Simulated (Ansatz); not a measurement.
## InSe (R3m): spin-orbit coupling beyond the local functionals

Aim: the spin-orbit change of the gap of InSe (R3m).

Method: density functionals with and without spin-orbit coupling, plane waves, PAW, in Ansatz 0.2.0.

### Step 1. Starting point

Symmetry: R3m, No. 160, trigonal system. The conventional cell has a = 4.000 Å, b = 4.000 Å, c = 24.950 Å, α = 90.00°, β = 90.00°, γ = 120.00°. Nearest to In lie 3 Se at 2.64 Å and 1 In at 2.80 Å. Se has 3 In at 2.64 Å nearest. Nearest to Se lie 3 In at 2.64 Å. Farther neighbours and most contacts between anions are not listed.

The cell and positions come from the Crystallography Open Database and are kept as given unless a step says otherwise. The default PAW set here is soft_2. Its files were made with PBE.

### Step 2. HSE06, 4×4×4 mesh

This step: DFT, HSE06, plane waves, PAW.

File input.yaml:

```yaml
crystal:
  lattice:
    - [2.0, 1.1547005384, 8.3166666667]
    - [-2.0, 1.1547005384, 8.3166666667]
    - [0.0, -2.3094010768, 8.3166666667]
  atoms:
    - { symbol: In, position: [0.0, 0.0, 0.0] }
    - { symbol: In, position: [0.1122, 0.1122, 0.1122] }
    - { symbol: Se, position: [0.6155, 0.6155, 0.6155] }
    - { symbol: Se, position: [0.83, 0.83, 0.83] }
kpoints:
  mp_grid: { grid: [4, 4, 4] }
  band_path:
    path:
      - [0.0, 0.0, 0.0]
      - [-0.5, -0.5, -0.5]
      - [-0.5, -0.17951802, -0.82048198]
      - [-0.17951802, 0.17951802, -0.5]
      - [0.0, 0.0, -0.5]
      - [0.0, 0.33975901, -0.33975901]
      - [-0.33975901, 0.0, -0.66024099]
      - [-0.5, 0.0, -0.5]
    npoints: 1
hamiltonian:
  xc: hse06
scf:
  occupations: { method: fixed }
  n_extra_bands: 5
output:
  eigenvalues: true
```

Launch:

```console
$ ansatz run input.yaml --threads 3 --pin off --max-ram 92160MiB --backend cuda --events-out ev --progress --plain --runs-dir out --devices 1 --max-vram 13GiB
```

Numbers of over 12 decimals in the logs are rounded to 6 here.

Output:

```text
basis.fft_grid_basis auto: the FFT boxes are laid along the combinations [[1, 0, -1], [0, 1, -1], [0, 0, 1]] of the cell's own vectors, 4.000, 4.000 and 8.631 Å long. The dense box has 27×27×60 points. Along the cell's own vectors, as sized, it would have 60×60×60, 4.94 times as many. Of the 6 symmetry operations that the crystal satisfies within crystal.symmetry.tolerance (time reversal apart; of a slab, those that  [...]
scf.n_extra_bands = 5 over 29 filled bands (N_el = 58.0): the run solves 34 bands
GPUs: using 1 of 1 available (devices: 1).
Engine: ansatz 0.2.0, x86_64-unknown-linux-gnu
Pseudopotentials: kind: paw
Pseudopotential: In, paw, valence charge 13, recommended cutoff 420 eV (normal), In.paw.azcp
Pseudopotential: Se, paw, valence charge 16, recommended cutoff 420 eV (normal), Se.paw.azcp
Functional definition: HSE06
  parameter a = 0.25
  parameter omega = 0.11/bohr
  exchange = pbe_x - a*pbe_x_sr(omega) + a*exact_x_sr(omega)
  correlation = pbe_c
davidson cushion auto → on  (no smearing: the cushion is to keep the highest requested band from converging to the state above it; pin scf.eigensolver.cushion to override)
device memory: the entry about to start is reckoned to put 1.6 GiB on a device that reports 45.3 GiB free (of which the cap on the GPU budget leaves the run 13.0 GiB)
GPU FFT provider: cuFFT
GPU libraries: cuBLAS 13.8.2, cuFFT 12.4.0, cuSOLVER 12.3.4
Crystal: 4 atoms, lattice volume = 115.239 Å³
Basis set: ecut = 420 eV, 2283 PW (Γ), FFT grids on a1−a3, a2−a3, a3
Bands: 34, of which v1, the nominal top of the filled ones, is band 29 counted from 1 (28 counted from 0)
Symmetry: 6 space group operations
Space group: R3m (ITA 160), of the structure as read, at distance tolerance 4.9e-5 Å
k-points: 13 of 64 (time reversal used)
Non-local potential: In, projectors of the file, l = 0: 2, l = 1: 2, l = 2: 2, l = 3: 2
Non-local potential: Se, projectors of the file, l = 0: 2, l = 1: 2, l = 2: 3, l = 3: 1
PAW form: soft (Blöchl's): semilocal exchange-correlation on the pseudo side does not see the compensation charge
PAW frozen core: In, regenerated for the run's functional, and the local potential with it (the file was generated under x = pbe(κ = 0.804, μ = 0.219515), c = pbe(β = 0.066725))
PAW frozen core: Se, regenerated for the run's functional, and the local potential with it (the file was generated under x = pbe(κ = 0.804, μ = 0.219515), c = pbe(β = 0.066725))
PAW one-centre angular grid: In, 590 points (default); XC on 64 Gauss nodes
PAW one-centre angular grid: Se, 590 points (default); XC on 64 Gauss nodes
Initial density: superposition of atomic densities (neutral atoms: chi_scale 0, normalization atom), corrected by the library's trained network
Initial wavefunctions: pseudopotential atomic-orbital guess
GPU buffer pool allocated for 43740 grid points (all kernels)
[...]
Frozen-core exchange: fock
SCF iter   1: F=—  HF=-22146.846250 eV  |F-HF|=—  |Δ(HF+E_count)|=         —  Δρ=5.78e-5  dr2=6.87e-6  ethr=8.98e-7  ⟨swp⟩=2.8  Hψ=987  notcnv=0
preconditioner: auto → none  [insulator: Δε(μ)=1.128 eV  Ē_g=15.512 eV  n_scr=30 (ndim 8)  ℏωp=21.3 eV  f_vac=0.077]
iter 2 solved again at ethr=6.75e-10 eV; its pass at ethr=9.86e-9 eV (dr2=3.91e-7 eV) is discarded
SCF iter   2: F=—  HF=-22146.846251 eV  |F-HF|=—  |Δ(HF+E_count)|=   9.51e-7  Δρ=2.68e-5  dr2=5.02e-7  ethr=6.75e-10  ⟨swp⟩=2.0  Hψ=2591  notcnv=0
SCF iter   3: F=—  HF=-22146.846251 eV  |F-HF|=—  |Δ(HF+E_count)|=   6.92e-7  Δρ=1.30e-5  dr2=1.36e-7  ethr=6.75e-10  ⟨swp⟩=4.0  Hψ=1368  notcnv=0
SCF iter   4: F=-22146.846251 eV  HF=-22146.846251 eV  |F-HF|=3.52e-9  |Δ(HF+E_count)|=   2.35e-8  Δρ=2.77e-6  dr2=5.74e-9  ethr=2.05e-10  ⟨swp⟩=3.0  Hψ=1037  notcnv=0
SCF 3 converged in 4 iterations: F = -22146.846251 eV  dr2 = 5.74e-9
hybrid outer 2: dexx = +9.841e-7 eV, tail = 5.14e-8 eV, Δε = 1.54e-3 eV (about 6.53e-5 eV left of the loop's levels)
device memory: the entry about to start is reckoned to put 0.6 GiB on a device that reports 44.0 GiB free (of which the cap on the GPU budget leaves the run 13.0 GiB)
NSCF: frozen V_eff on 8 k-points
hybrid SCF converged: 2 outer / 12 inner (+4 warm-up), last move |dexx| = 9.84e-7 eV, tail = 5.14e-8 eV
Stability not checked: this state was not tested for a lower state beside it, because the functional holds exact exchange (a hybrid, or Hartree-Fock), whose exchange loop this test does not read (fock_operator; see scf.lower_state_search)
Free energy (F): -22146.846251 eV
Frozen-core exchange: fock
Harris-Foulkes:  -22146.846251 eV  (|F-HF|=3.52e-9)
Internal energy: -22146.846251 eV  (E = F + TS)
E sigma→0 (E₀):  -22146.846251 eV
Fermi energy:    7.110872 eV
--- Per-component energies (eV) ---
  E_band       = -1045.937347
  E_kinetic    = 722.452406
  E_local      = -7842.985693  (includes V_loc(G=0)·N_el)
  E_nonlocal   = -457.821721
  E_hartree    = 3622.463355
  E_xc         = -508.923367
  E_vxc        = -315.575315  (∫ρ·V_xc dr)
  E_exx        = -201.254246  (= α·E_x^exact, valence–valence)
  E_paw        = -12071.219026  (= ΣΔE_a)
  E_vpaw       = 5.576848  (= ΣTr[D̂ρ^β])
  E_aug_tail   = -0.001155  (compensation charges beyond the density's cutoff)
  E_ewald      = -5408.437302
  E_core_change = -1.119502  (= ΣΔE_core)
  E_smearing   = -0.000000  (= −TS)
  E_closure    = 0.000000  (closes the sum)
  Σ components = -22146.846251   (vs F -22146.846251, Δ=0.00e0)
--- Band table (eV; the first three rows and the last of 13) ---
  k-point 0: bands = [... 25 lower, 5.5915, 5.5915, 5.7322, 5.7322, 9.6143, 9.9575, 12.2841, 12.2841, ... 1 higher]
  k-point 1: bands = [... 25 lower, 4.8948, 4.9458, 5.1510, 5.9652, 9.7572, 10.0498, 11.8735, 12.1754, ... 1 higher]
  k-point 2: bands = [... 25 lower, 4.4247, 4.4540, 4.6320, 5.2777, 8.8218, 9.8311, 11.4823, 11.8395, ... 1 higher]
  k-point 12: bands = [... 25 lower, 5.5162, 5.8157, 5.8157, 7.1109, 8.2397, 10.0496, 12.1769, 12.1769, ... 1 higher]
```

Elapsed: 30 s, on 1 × NVIDIA H100 80GB HBM3 (shared by 6 runs) with 3 threads of AMD EPYC 7R13 (Zen 3), shared host; peak memory 1.6 GiB; 50 s of CPU time.

The column dr2 measures how far the density is from self-consistency, as an energy; F and HF (Harris–Foulkes) agree once it is small.

This step gave:

| Item | Value |
| --- | --- |
| gap | 1.129 eV |
| valence top at | T |
| conduction bottom at | T |
| least direct gap | 1.129 eV |
| exact-exchange fraction | 0.25 |

The gap is direct, at (-0.500, -0.500, -0.500).

### Step 3. HSE06+SOC, 4×4×4 mesh

The many-body steps leave out spin-orbit coupling, so its effect is taken from a two-component run, with twice the bands.

This step: DFT, HSE06 with spin-orbit coupling, plane waves, PAW.

Changes to input.yaml since step 2:

```diff
@@ -26,4 +26,7 @@
 scf:
-  occupations: { method: fixed }
-  n_extra_bands: 5
+  occupations: { method: fermi_dirac, width: 0.02 }
+  n_extra_bands: 10
+magnetization:
+  noncollinear: true
+  spin_orbit: true
 output:
```

Output:

```text
[...]
GPUs: using 1 of 1 available (devices: 1).
[...]
non-collinear run that drives no moment, with spin-orbit: no starting moment large enough to seed its density (crystal.atoms[].spin), no starting occupations that ask for one, no magnetisation constraint and no magnetic field, so the semilocal B_xc is pinned to zero
[...]
GPU FFT provider: cuFFT
GPU libraries: cuBLAS 13.8.2, cuFFT 12.4.0, cuSOLVER 12.3.4
Crystal: 4 atoms, lattice volume = 115.239 Å³
Basis set: ecut = 420 eV, 2283 PW (Γ), FFT grids on a1−a3, a2−a3, a3
Bands: 68, of which v1, the nominal top of the filled ones, is band 58 counted from 1 (57 counted from 0)
Symmetry: 6 space group operations + 6 with time reversal
[...]
k-points: 13 of 64 (time reversal used)
Projection manifold: j_resolved (fully-relativistic pseudo-atomic orbitals)
[...]
GPU buffer pool allocated for 43740 grid points (all kernels)
[...]
SCF iter   1: F=—  HF=-22142.451714 eV  |F-HF|=—  |Δ(HF+E_count)|=         —  Δρ=5.09e-2  dr2=1.44e1  dr2_m=0.00e0 (ungated)  ethr=1.00e-1  |M|=0.00e0 ∫|m|=0.00e0 μB  |m|>n=0.0e0 m-floor=0.0e0 τ_xc=0.0e0  β_m=0.30  ⟨swp⟩=4.2  Hψ=3065  notcnv=0
[...]
SCF iter  10: F=-22139.956768 eV  HF=-22139.956769 eV  |F-HF|=9.71e-7  |Δ(HF+E_count)|=   5.76e-6  Δρ=3.54e-5  dr2=1.02e-6  dr2_m=0.00e0 (ungated)  ethr=5.42e-8  |M|=0.00e0 ∫|m|=0.00e0 μB  |m|>n=0.0e0 m-floor=0.0e0 τ_xc=0.0e0  ⟨swp⟩=3.9  Hψ=1897  notcnv=0  defer=7
SCF 1 stopped early in 10 iterations: F = -22139.956768 eV  dr2 = 1.02e-6
[...]
GPU FFT provider: cuFFT
GPU libraries: cuBLAS 13.8.2, cuFFT 12.4.0, cuSOLVER 12.3.4
Projection manifold: j_resolved (fully-relativistic pseudo-atomic orbitals)
[...]
GPU buffer pool allocated for 43740 grid points (all kernels)
[...]
Frozen-core exchange: fock
SCF iter   1: F=—  HF=-22141.369288 eV  |F-HF|=—  |Δ(HF+E_count)|=         —  Δρ=5.27e-3  dr2=3.78e-2  dr2_m=0.00e0 (ungated)  ethr=1.76e-8  |M|=0.00e0 ∫|m|=0.00e0 μB  |m|>n=0.0e0 m-floor=0.0e0 τ_xc=0.0e0  β_m=0.30  ⟨swp⟩=12.6  Hψ=5745  notcnv=0
[...]
SCF iter   5: F=-22141.368640 eV  HF=-22141.368647 eV  |F-HF|=6.82e-6  |Δ(HF+E_count)|=   2.74e-4  Δρ=9.05e-5  dr2=1.26e-5  dr2_m=0.00e0 (ungated)  ethr=1.76e-8  |M|=0.00e0 ∫|m|=0.00e0 μB  |m|>n=0.0e0 m-floor=0.0e0 τ_xc=0.0e0  ⟨swp⟩=5.1  Hψ=3140  notcnv=0
SCF 2 stopped early in 5 iterations: F = -22141.368640 eV  dr2 = 1.26e-5
hybrid outer 1: dexx = +1.710e-2 eV, tail = 1.28e-4 eV
GPU FFT provider: cuFFT
GPU libraries: cuBLAS 13.8.2, cuFFT 12.4.0, cuSOLVER 12.3.4
Projection manifold: j_resolved (fully-relativistic pseudo-atomic orbitals)
GPU buffer pool allocated for 43740 grid points (all kernels)
[...]
Frozen-core exchange: fock
SCF iter   1: F=—  HF=-22141.368762 eV  |F-HF|=—  |Δ(HF+E_count)|=         —  Δρ=4.49e-5  dr2=1.38e-6  dr2_m=0.00e0 (ungated)  ethr=1.10e-6  |M|=0.00e0 ∫|m|=0.00e0 μB  |m|>n=0.0e0 m-floor=0.0e0 τ_xc=0.0e0  β_m=0.30  ⟨swp⟩=4.2  Hψ=1904  notcnv=0
[...]
SCF iter   4: F=-22141.368766 eV  HF=-22141.368766 eV  |F-HF|=3.83e-8  |Δ(HF+E_count)|=   1.04e-7  Δρ=5.95e-6  dr2=5.30e-8  dr2_m=0.00e0 (ungated)  ethr=7.21e-10  |M|=0.00e0 ∫|m|=0.00e0 μB  |m|>n=0.0e0 m-floor=0.0e0 τ_xc=0.0e0  ⟨swp⟩=3.8  Hψ=2152  notcnv=0
SCF 3 converged in 4 iterations: F = -22141.368766 eV  dr2 = 5.30e-8
[...]
NSCF: frozen V_eff on 8 k-points
[...]
Magnetization: |M| = 0.0000 μB,  M = (+0.0000, +0.0000, +0.0000) μB
Absolute magnetization: 0.0000 μB (∫|m|)
  site 0: m = (+0.0000, +0.0000, +0.0000) μB, |m| = 0.0000 μB  (R = 1.09 Å)
  site 1: m = (+0.0000, +0.0000, +0.0000) μB, |m| = 0.0000 μB  (R = 1.09 Å)
  site 2: m = (+0.0000, +0.0000, +0.0000) μB, |m| = 0.0000 μB  (R = 1.09 Å)
  site 3: m = (+0.0000, +0.0000, +0.0000) μB, |m| = 0.0000 μB  (R = 1.09 Å)
Free energy (F): -22141.368766 eV
Frozen-core exchange: fock
[...]
Internal energy: -22141.368766 eV  (E = F + TS)
E sigma→0 (E₀):  -22141.368766 eV
Fermi energy:    7.691673 eV
[...]
--- Band table (eV; the first three rows and the last of 13) ---
  k-point 0: bands = [... 54 lower, 5.7455, 5.7455, 5.8906, 5.8906, 9.6127, 9.6127, 9.9436, 9.9436, ... 6 higher]
  k-point 1: bands = [... 54 lower, 5.1754, 5.1845, 5.9722, 5.9844, 9.7470, 9.7549, 10.0474, 10.0478, ... 6 higher]
  k-point 2: bands = [... 54 lower, 4.6607, 4.6607, 5.2930, 5.2930, 8.8203, 8.8203, 9.8322, 9.8322, ... 6 higher]
  k-point 12: bands = [... 54 lower, 5.9738, 5.9738, 7.1420, 7.1420, 8.2414, 8.2414, 10.0381, 10.0381, ... 6 higher]
```

It took 2.1 min on 1 × NVIDIA H100 80GB HBM3 (shared by 6 runs) with 3 threads; peak memory 2.3 GiB.

Numbers from this step:

| Quantity | Value |
| --- | --- |
| gap | 1.099 eV |
| valence top at | T |
| conduction bottom at | T |
| least direct gap | 1.099 eV |
| exact-exchange fraction | 0.25 |

The gap stands −0.03 eV against HSE06.

### Step 4. Together

Times are wall times on 1 × NVIDIA H100 80GB HBM3 (shared by 6 runs) with 3 threads of AMD EPYC 7R13 (Zen 3), shared host, good to a factor of about two.

```
level  gap (eV)  with coupling (eV)  change (eV)  time  with coupling
HSE06      1.13                1.10        −0.03  30 s        2.1 min
```

### Step 5. Results

```yaml
hse06: 1.13 eV
hse06_soc: 1.10 eV
```

What this shows: Spin-orbit coupling changes the gap by −0.03 eV and the least direct gap by −0.03 eV.

[Paths, hosts, dates, memory and timing lines, banners, echoed tables and standing remarks are left out of the program output.]

[Logs are printed without paths, hosts, clocks, repeated set-up lines and the standing remarks that a program may print on its own settings, such as how far it seeks lower states.]

[Runs of the session that timed out or met a known fault of the program may be left out.]

[Cells called generated may have been cut or substituted from an entry of the Crystallography Open Database or the Materials Project.]

[Hosts, paths, dates, database ids (printed as entryN), source tags and the programs' standing remarks are cut or masked in the printed files.]
